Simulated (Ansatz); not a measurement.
**GaCuSe2 (I-42d): G0W0 under other settings**

A base run on GaCuSe2 (I-42d), then changed inputs.

Program: Ansatz 0.2.0. Level of theory: G0W0 on PBE, plane waves, PAW; PAW set soft_1. Results are calculated unless marked as measured.

Report form: the programs' logs are mostly left out.

In doubt: one-shot GW on d or f shells is unsure, so the values of those runs are not to be relied on.

### Step 1. The starting structure

It takes space group I-42d (No. 122, tetragonal). Conventional cell: a = 5.619 Å, b = 5.619 Å, c = 11.026 Å, α = 90.00°, β = 90.00°, γ = 90.00°. Nearest to Ga lie 4 Se at 2.42 Å. Nearest to Cu lie 4 Se at 2.42 Å. Nearest to Se lie 2 Ga at 2.42 Å and 2 Cu at 2.42 Å. Farther neighbours and most contacts between anions are not listed.

Structure file:

```cif
data_structure
_symmetry_space_group_name_H-M 'I-42d'
_symmetry_Int_Tables_number 122
_cell_length_a 5.6191
_cell_length_b 5.6191
_cell_length_c 11.0260
_cell_angle_alpha 90.000
_cell_angle_beta 90.000
_cell_angle_gamma 90.000
_cell_volume 348.14
loop_
_atom_site_label
_atom_site_type_symbol
_atom_site_symmetry_multiplicity
_atom_site_Wyckoff_symbol
_atom_site_fract_x
_atom_site_fract_y
_atom_site_fract_z
_atom_site_occupancy
Ga1 Ga 4 b 0.50000 0.50000 0.00000 1
Cu1 Cu 4 a 0.00000 0.00000 0.00000 1
Se1 Se 8 d 0.25062 0.25000 0.12500 1
```

The cell and positions come from the Crystallography Open Database and are kept as given unless a step says otherwise.

### Step 2. The base run: 4×4×4 mesh, 443 empty bands, screening to 108 eV, PAW set soft_1 files

G0W0 replaces the xc potential by the self-energy, built once from these orbitals. Only a window of levels is corrected, while the sums run over the empty bands that the input names. This step takes PAW set soft_1 files.

input.yaml

```yaml
crystal:
  lattice:
    - [-2.80955, 2.80955, 5.513]
    - [2.80955, -2.80955, 5.513]
    - [2.80955, 2.80955, -5.513]
  atoms:
    - { symbol: Ga, position: [0.5, 0.5, 0.0] }
    - { symbol: Ga, position: [0.25, 0.75, 0.5] }
    - { symbol: Cu, position: [0.0, 0.0, 0.0] }
    - { symbol: Cu, position: [0.75, 0.25, 0.5] }
    - { symbol: Se, position: [0.375, 0.37562, 0.50062] }
    - { symbol: Se, position: [0.62438, 0.125, 0.99938] }
    - { symbol: Se, position: [0.875, 0.87438, 0.49938] }
    - { symbol: Se, position: [0.12562, 0.625, 0.00062] }
kpoints:
  mp_grid: { grid: [4, 4, 4] }
hamiltonian:
  xc: pbe
  pseudopotentials: { kind: paw, azcp: { folder: soft_1 } }
scf:
  occupations: { method: fixed }
gw:
  n_empty_bands: 443
  ecut_chi: 108
  qp_bands: [v2, c2]
  qp_kpoints: band_edges
  screening: { model: contour_deformation }
```

On the command line:

```bash
$ ansatz run input.yaml --threads 3 --pin off --max-ram 92160MiB --backend cuda --events-out ev --progress --plain --runs-dir out --devices 1 --max-vram 13GiB
```

It took 51 s on 1 × NVIDIA H100 80GB HBM3 (shared by 6 runs) with 3 threads of AMD EPYC 7R13 (Zen 3), shared host; peak memory 2.2 GiB.

Numbers from this step:

```yaml
bands_summed: 507
rpa_eps_infinity_on_this_mesh_eigenvalues: 45.69, 45.69, 136.1
plane_waves_in_the_screening_matrix: 445
q_points_in_the_mesh: 64
g0w0_gap_on_the_mesh: 0.7720 eV
k_of_the_valence_top: 0, 0, 0
k_of_the_conduction_bottom: 0, 0, 0
starting_gap_on_the_mesh: 0.2316 eV
z_at_the_valence_top: 0.6664
z_at_the_conduction_bottom: 0.7271
least_direct_g0w0_gap_on_the_computed_points: 0.7720 eV
```

The gap on the mesh goes from 0.23 eV to 0.77 eV, a correction of +0.54 eV. Between the two edge states, bare exchange in place of the xc potential would open the gap by 8.64 eV, and correlation takes back 8.10 eV.

### Step 3. Variant: guard bands

input.yaml: that of step 2 with these lines changed.

```diff
@@ -22,4 +22,4 @@
 gw:
-  n_empty_bands: 443
-  ecut_chi: 108
+  n_empty_bands: 282
+  ecut_chi: 80
   qp_bands: [v2, c2]
@@ -27 +27,2 @@
   screening: { model: contour_deformation }
+  n_guard_bands: 0
```

The job ended after 50 s (1 × NVIDIA H100 80GB HBM3 (shared by 6 runs) with 3 threads; peak memory 1.6 GiB).

The G0W0 gap on the mesh is 0.882 eV.

Against the base:

```tsv
setting	base	variant
empty bands	443	282
screening cutoff (eV)	108	80
n guard bands	-	0
```

```tsv
quantity	variant	base
starting gap on the mesh	0.232	0.232
G0W0 gap on the mesh	0.882	0.772
least direct G0W0 gap on the computed points	0.882	0.772
Z at the valence top	0.668	0.666
Z at the conduction bottom	0.727	0.727
```

### Step 4. Variant: low screening cutoff

input.yaml: that of step 3 with these lines changed.

```diff
@@ -22,4 +22,4 @@
 gw:
-  n_empty_bands: 282
-  ecut_chi: 80
+  n_empty_bands: 519
+  ecut_chi: 55
   qp_bands: [v2, c2]
@@ -27,2 +27 @@
   screening: { model: contour_deformation }
-  n_guard_bands: 0
```

Elapsed: 40 s, on 1 × NVIDIA H100 80GB HBM3 (shared by 6 runs) with 3 threads; peak memory 1.9 GiB.

Against the base:

```tsv
setting	base	variant
empty bands	443	519
screening cutoff (eV)	108	55
```

```tsv
quantity	variant	base
starting gap on the mesh	0.232	0.232
G0W0 gap on the mesh	0.997	0.772
least direct G0W0 gap on the computed points	0.997	0.772
Z at the valence top	0.673	0.666
Z at the conduction bottom	0.730	0.727
```

### Step 5. Outcome

```json
{
  "base": "0.77 eV, 51 s",
  "guard bands": "0.88 eV, 50 s",
  "low screening cutoff": "1.00 eV, 40 s"
}
```

**Reading.** Guard bands: the gap moves by +0.11 eV. The variant differs from the base in empty bands, screening cutoff and n guard bands together, so the change can't be laid to one of them. Low screening cutoff: the gap moves by +0.23 eV; such settings are too crude to quote. The variant differs from the base in empty bands and screening cutoff together, so the change can't be laid to one of them. All runs here use a coarse mesh and modest cutoffs; they test settings and are not final values. The 4×4×4 mesh is coarse for this cell (its supercell is 27 Å along the shortest edge). The RPA ε∞ on it, from the PBE start, is 45.69 and 136.09; such meshes misread the long-range screening, most where the gap is narrow. The RPA ε∞ on this mesh reaches over 25; with a narrow direct gap a coarse mesh can overstate it, and the correction is then too small. A d shell, filled or nearly so, lies near the gap. One-shot GW converges very slowly in bands there, not always from below, and on a semilocal start the gap tends to come out low; starts rich in exact exchange can overshoot instead. The many-body steps are scalar-relativistic: spin-orbit coupling is not in them.

[Paths, hosts, dates, memory and timing lines, banners, echoed tables and standing remarks are left out of the program output.]

[Logs are printed without paths, hosts, clocks, repeated set-up lines and the standing remarks that a program may print on its own settings, such as how far it seeks lower states.]

[Runs of the session that timed out or met a known fault of the program may be left out.]

[Cells called generated may have been cut or substituted from an entry of the Crystallography Open Database or the Materials Project.]

[Hosts, paths, dates, database ids (printed as entryN), source tags and the programs' standing remarks are cut or masked in the printed files.]
